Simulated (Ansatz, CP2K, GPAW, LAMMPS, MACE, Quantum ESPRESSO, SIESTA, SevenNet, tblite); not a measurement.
**A faulty CP2K run on liquid (Rb,Li,Na)Br at 1000 K (90 atoms)**

Program: CP2K 2026.2, a calculation on a cell of 12 Rb, 10 Li, 23 Na and 45 Br, 36.7 Å³ an atom.

File input.inp:

```
&GLOBAL
  PROJECT cell
  RUN_TYPE ENERGY_FORCE
  PRINT_LEVEL LOW
&END GLOBAL
&FORCE_EVAL
  METHOD QS
  STRESS_TENSOR ANALYTICAL
  &DFT
    BASIS_SET_FILE_NAME BASIS_MOLOPT
    POTENTIAL_FILE_NAME GTH_POTENTIALS
    &MGRID
      CUTOFF 800
      REL_CUTOFF 50
      NGRIDS 5
    &END MGRID
    &QS
      EPS_DEFAULT 1.0E-12
    &END QS
    &SCF
      SCF_GUESS ATOMIC
      EPS_SCF 1.0E-06
      MAX_SCF 60
      ADDED_MOS 14
      &DIAGONALIZATION
        ALGORITHM STANDARD
      &END DIAGONALIZATION
      &SMEAR ON
        METHOD FERMI_DIRAC
        ELECTRONIC_TEMPERATURE [K] 580
      &END SMEAR
      &MIXING
        METHOD BROYDEN_MIXING
        ALPHA 0.3
        NBROYDEN 8
      &END MIXING
      &PRINT
        &RESTART OFF
        &END RESTART
      &END PRINT
    &END SCF
    &XC
      &XC_FUNCTIONAL PBE
      &END XC_FUNCTIONAL
    &END XC
    &PRINT
      &MULLIKEN ON
      &END MULLIKEN
      &LOWDIN ON
      &END LOWDIN
      &MO ON
        EIGENVALUES T
        OCCUPATION_NUMBERS T
        MO_INDEX_RANGE 319 342
        &EACH
          QS_SCF 0
        &END EACH
        ADD_LAST NUMERIC
      &END MO
    &END PRINT
  &END DFT
  &SUBSYS
    &CELL
      A 14.88690 0.00000 0.00000
      B 0.00000 14.88690 0.00000
      C 0.00000 0.00000 14.88690
    &END CELL
    &COORD
      Rb 0.71919 7.08572 13.99622
      Rb 5.24302 8.39696 14.58484
      Rb 8.35006 12.31936 10.88634
      Rb 10.89900 5.05380 8.93601
      Rb 11.46946 9.39378 14.61000
      Rb 4.56983 5.39338 10.61719
      Rb 4.53827 0.09736 4.42215
      Rb 11.96103 4.66913 0.14306
      Rb 6.75180 5.58125 6.03634
      Rb 0.75253 5.35646 3.32990
[... 76 atom lines left out ...]
      Br 7.28848 4.50016 9.21261
      Br 1.82513 2.35139 3.46716
      Br 14.28785 5.31939 11.79921
      Br 13.31261 10.51417 5.95759
    &END COORD
    &KIND Rb
      BASIS_SET DZVP-MOLOPT-SR-GTH-q9
      POTENTIAL GTH-PBE-q9
    &END KIND
    &KIND Li
      BASIS_SET DZVP-MOLOPT-SR-GTH-q3
      POTENTIAL GTH-PBE-q3
    &END KIND
    &KIND Na
      BASIS_SET DZVP-MOLOPT-SR-GTH-q9
      POTENTIAL GTH-PBE-q9
    &END KIND
    &KIND Br
      BASIS_SET DZVP-MOLOPT-XX-GTH
      POTENTIAL GTH-PBE-q7
    &END KIND
  &END SUBSYS
  &PRINT
    &FORCES ON
    &END FORCES
    &STRESS_TENSOR ON
    &END STRESS_TENSOR
  &END PRINT
&END FORCE_EVAL
```

On the command line:

```
$ OMP_NUM_THREADS=1 mpirun -np 4 cp2k.psmp -i input.inp > output.txt
```

The log of the run:

```text
CP2K| version string:                                       CP2K version 2026.2
 CP2K| Input file name                                                 input.inp
 GLOBAL| Basis set file name                                        BASIS_MOLOPT
 GLOBAL| Potential file name                                      GTH_POTENTIALS
 GLOBAL| Run type                                                   ENERGY_FORCE
 GLOBAL| Total number of message passing processes                             4
 GLOBAL| Number of threads for this process                                    1
 *   ___                                                                       *
 *  /   \                                                                      *
 * [ABORT]                                                                     *
 *  \___/    The requested basis set <DZVP-MOLOPT-XX-GTH> for element <Br> was *
 *    |               not found in the basis set files <BASIS_MOLOPT>          *
 *  O/|                                                                        *
 * /| |                                                                        *
```

Wall time 0.76 s (4 MPI ranks of Arm Neoverse V2, shared host); peak memory 0.69 GiB.

Banners, paths, timers and routine set-up lines are dropped from the logs unmarked, and long logs keep their key lines alone; longer cuts are marked.

**Question.** Which part of the input is at fault, and how is it mended?

A basis that the file lacks: basis DZVP-MOLOPT-XX-GTH for Br. Mend: name a basis that the basis file holds for this element.

The program stopped at the start.

[Also dropped from logs without a mark: logging warnings of Python, and SIESTA's first energy breakdown and zero terms.]

[Logs are printed without paths, hosts, clocks, repeated set-up lines and the standing remarks that a program may print on its own settings, such as how far it seeks lower states.]

[Hosts, paths, dates, database ids (printed as entryN), source tags and the programs' standing remarks are cut or masked in the printed files.]
